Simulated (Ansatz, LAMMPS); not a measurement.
# Relaxing amorphous HfO2 at 8.88 g/cm^3 (84 atoms), part 2 of 2

How does amorphous HfO2 at 8.88 g/cm^3 (84 atoms) relax, and what do bonds, charges and levels look like afterwards?

Ansatz 0.2.0; Kohn-Sham DFT, PBE, PAW (set soft_2), plane waves.

The cell: 28 Hf and 56 O. The quench rate of 50 K/ps is many orders above laboratory rates. The starting topology of bonds comes from the classical model. Only the Γ point is sampled in the main run, in a cell whose shortest periodic width is 10 Å. The levels lack spin–orbit coupling.

So far. Step 4 (Relaxation): The relaxation changed the energy by -21.3 meV/atom, and atoms moved by 0.16 Å r.m.s., 0.46 Å at most. Step 7 (K-mesh 2×2×2): Forces differ from those of the single point at the relaxed geometry by 16 meV/Å r.m.s.; the energy by -1.3 meV/atom and the gap by -0.011 eV. It took 5.7 min and 10 cycles; the reference's time can't be set against it, since the two runs asked for unlike analyses.

### Step 8. Functional HSE06

HSE06 mixes in a quarter of exact exchange at short range, which counters self-interaction, at a higher cost.

This step: Kohn-Sham DFT, HSE06, PAW (set soft_2), plane waves (Ansatz 0.2.0).

Input file input.yaml:

```yaml
crystal:
  lattice:
    - [10.3283, 0.0, 0.0]
    - [0.0, 10.3283, 0.0]
    - [0.0, 0.0, 10.3283]
  atoms:
    [... the 84 atom lines of step 6 ...]
kpoints:
  mp_grid: { grid: [1, 1, 1] }
hamiltonian:
  xc: hse06
scf:
  occupations: { method: fermi_dirac, width: 0.025 }
output:
  forces: true
  stress: true
  populations: true
  dos:
    method: { smearing: { sigma: 0.08 } }
    de: 0.05
    projected: { site_lists: { Hf: [Hf], O: [O] } }
  eigenvalues: true
```

Launch:

```
> ansatz run input.yaml --threads 4 --pin off --max-ram 8192MiB --backend cpu --events-out ev --progress --plain --runs-dir out
```

Elapsed: 12 min, on 4 threads of Intel Xeon at 2.70GHz, shared host; peak memory 5 GiB; 44 min of CPU time.

The program notes that the exchange threshold is loose for the stress and the SCF threshold is loose for the stress.

Geometry and reference: those of the single point at the relaxed geometry.

Forces differ from those of the single point at the relaxed geometry by 99 meV/Å r.m.s.; the pressure by -4.8 GPa and the gap by +1.6 eV. It took 12 min and 25 cycles; the reference's time can't be set against it, since the two runs asked for unlike analyses.

Read from the output:

| Item | Value |
| --- | --- |
| free energy | -472114.4322 eV |
| free energy per atom | -5620.4099 eV/atom |
| SCF cycles | 25 |
| pressure | -9.285 GPa |
| r.m.s. force component | 0.0988 eV/Å |
| longest force | 0.3264 eV/Å |
| Fermi energy | 13.52 eV |
| gap (highest filled to lowest empty level) | 5.481 eV |
| spilling of the projection | 0.003002 |

Length of the force by element and coordination:

| element | coordination | atoms | mean length of the force (eV/Å) | spread | least | most |
| --- | --- | --- | --- | --- | --- | --- |
| Hf | all | 28 | 0.122 | 0.0533 | 0.0376 | 0.239 |
| Hf | 6 | 19 | 0.126 | 0.0575 | 0.0376 | 0.239 |
| Hf | 7 | 8 | 0.110 | 0.0425 | 0.0518 | 0.189 |
| Hf | 8 | 1 | 0.150 | 0 | 0.150 | 0.150 |
| O | all | 56 | 0.173 | 0.0708 | 0.044 | 0.326 |
| O | 2 | 2 | 0.251 | 0.0758 | 0.175 | 0.326 |
| O | 3 | 42 | 0.177 | 0.07 | 0.0606 | 0.320 |
| O | 4 | 12 | 0.147 | 0.0597 | 0.044 | 0.236 |

Löwdin charges by element and coordination (they lack the spilled electrons, 0.038 e an atom on average):

| element | coordination | atoms | mean charge (e) | spread | least | most |
| --- | --- | --- | --- | --- | --- | --- |
| Hf | all | 28 | 1.60 | 0.0362 | 1.51 | 1.67 |
| Hf | 6 | 19 | 1.61 | 0.0302 | 1.55 | 1.65 |
| Hf | 7 | 8 | 1.60 | 0.0478 | 1.51 | 1.67 |
| Hf | 8 | 1 | 1.58 | 0 | 1.58 | 1.58 |
| O | all | 56 | -0.745 | 0.0248 | -0.792 | -0.676 |
| O | 2 | 2 | -0.696 | 0.014 | -0.710 | -0.682 |
| O | 3 | 42 | -0.744 | 0.0234 | -0.788 | -0.676 |
| O | 4 | 12 | -0.755 | 0.0202 | -0.792 | -0.720 |

Density of states as counts of states in windows of 1 eV (from the Fermi level), total and the larger projections:

| from (eV) | to (eV) | total | O p | Hf d |
| --- | --- | --- | --- | --- |
| -14 | -9 | 0.0 | 0.0 | 0.0 |
| -9 | -8 | 4.1 | 2.9 | 0.9 |
| -8 | -7 | 49.7 | 35.5 | 10.8 |
| -7 | -6 | 67.8 | 51.0 | 13.5 |
| -6 | -5 | 65.6 | 53.2 | 9.4 |
| -5 | -4 | 74.0 | 65.0 | 6.2 |
| -4 | -3 | 67.3 | 62.6 | 3.0 |
| -3 | -2 | 7.5 | 7.1 | 0.3 |
| -2 | 2 | 0.0 | 0.0 | 0.0 |
| 2 | 3 | 7.3 | 0.6 | 5.7 |
| 3 | 4 | 47.9 | 4.5 | 39.3 |
| 4 | 5 | 59.6 | 6.9 | 47.0 |

Between -26 and -14 eV lie 504 more states.

The stored curve holds about 840 of the 1064 electrons; the rest, give or take the few that broadening carries across the Fermi level, lie in deeper levels below its range.

The levels nearest the highest filled one (over half full), pooled over k-points and spins:

| level less the highest filled one (eV) | occupation |
| --- | --- |
| -0.341 | 2 |
| -0.279 | 2 |
| -0.263 | 2 |
| -0.178 | 2 |
| -0.121 | 2 |
| 0 | 2 |
| 5.48 | 0 |
| 5.61 | 0 |
| 5.63 | 0 |
| 5.75 | 0 |
| 5.80 | 0 |
| 5.85 | 0 |

### Step 9. Functional r2SCAN (500 eV)

The meta-GGA r2SCAN uses the kinetic energy density as well as the density and its gradient. Besides, the cutoff goes from 420 to 500 eV.

This step: Kohn-Sham DFT, r2SCAN, PAW (set soft_2), plane waves (Ansatz 0.2.0).

input.yaml: that of step 8 with these lines changed.

```diff
@@ -10,3 +10,3 @@
 hamiltonian:
-  xc: hse06
+  xc: r2scan
 scf:
```

Wall time 60 s (4 threads); peak memory 3.8 GiB; 3.7 min of CPU time.

Geometry and reference: those of the single point at the relaxed geometry.

Forces differ from those of the single point at the relaxed geometry by 67 meV/Å r.m.s.; the pressure by -4.9 GPa and the gap by +0.48 eV. It took 60 s and 10 cycles; the reference's time can't be set against it, since the two runs asked for unlike analyses.

### Step 10. Functional PBEsol

PBEsol restores the gradient expansion of exchange for slowly varying densities and usually gives shorter bonds in solids than PBE.

This step: Kohn-Sham DFT, PBEsol, PAW (set soft_2), plane waves (Ansatz 0.2.0).

input.yaml: that of step 9 with these lines changed.

```diff
@@ -10,3 +10,3 @@
 hamiltonian:
-  xc: r2scan
+  xc: pbesol
 scf:
```

Run time: 31 s. Hardware: 4 threads; peak memory 2 GiB.

Geometry and reference: those of the single point at the relaxed geometry.

Forces differ from those of the single point at the relaxed geometry by 72 meV/Å r.m.s.; the pressure by -6.0 GPa and the gap by -0.081 eV.

### Step 11. Cost against change

Differences are against the single point at the relaxed geometry (Kohn-Sham DFT, PBE, PAW (set soft_2), plane waves), whose r.m.s. force component is 0.004 eV/Å. Energies are set beside the reference only for runs with its functional, potentials and electron count. Times are for 4 threads of Intel Xeon at 2.70GHz, shared host. The reference's time includes grids, which some other runs skip.

| run | Δ force, r.m.s. (meV/Å) | Δ energy (meV/atom) | Δ pressure (GPa) | Δ gap (eV) | cycles | time | host memory (GiB) |
| --- | --- | --- | --- | --- | --- | --- | --- |
| reference | - | - | - | - | 11 | 42 s | 2.0 |
| k-mesh 2×2×2 | 16.4 | -1.27 | 0.017 | -0.0113 | 10 | 5.7 min | 6.4 |
| functional HSE06 | 98.9 | - | -4.82 | 1.61 | 25 | 12 min | 5.0 |
| functional r2SCAN (500 eV) | 67.1 | - | -4.94 | 0.475 | 10 | 60 s | 3.8 |
| functional PBEsol | 71.6 | - | -6.02 | -0.0812 | 11 | 31 s | 2.0 |

### Step 12. What came out

```
energy change in the relaxation                  : -21.27 meV/atom
r.m.s. displacement                              : 0.16 Å
largest displacement                             : 0.46 Å
free energy per atom                             : -5620.3848 eV/atom
pressure                                         : -4.466 GPa
r.m.s. force component                           : 0.004 eV/Å
gap (highest filled to lowest empty level) : 3.871 eV
wall time of the 7 DFT runs                      : 24 min
```

In words: Relaxation lowers the energy by 21.3 meV/atom and moves atoms by 0.16 Å r.m.s.; the r.m.s. force component goes from 0.42 to 0.004 eV/Å. By the final cutoffs 1 of 177 bonded pairs parted and 2 joined. From the first step to the last the energy fell by 1.786 eV, and the largest move was 0.46 Å (O72). The O-Hf bonds go from 2.167 Å (spread 0.130) to 2.170 Å (spread 0.148), and their number from 177 to 178. By these cutoffs 68 % of Hf atoms have 6 and 75 % of O atoms have 3 bonded neighbours. Between filled and empty levels lie 3.87 eV (at Γ alone); a semilocal functional tends to put such gaps too low. In a disordered cell it changes from sample to sample, and tail or defect levels can set it.

Among the changes of functional, dispersion, potentials or spin set against this reference, functional HSE06 moves the forces most, by 99 meV/Å r.m.s. The gap changes by +1.61 eV with HSE06.

What to keep in mind: The starting topology of bonds comes from the classical model; in DFT 1 of its 177 bonded pairs passed out of the cutoffs and 2 came within them. The pressure of -4.5 GPa shows the cell to be stretched for this functional.

[Logs are printed without paths, hosts, clocks, repeated set-up lines and the standing remarks that a program may print on its own settings, such as how far it seeks lower states.]

[Hosts, paths, dates, database ids (printed as entryN), source tags and the programs' standing remarks are cut or masked in the printed files.]
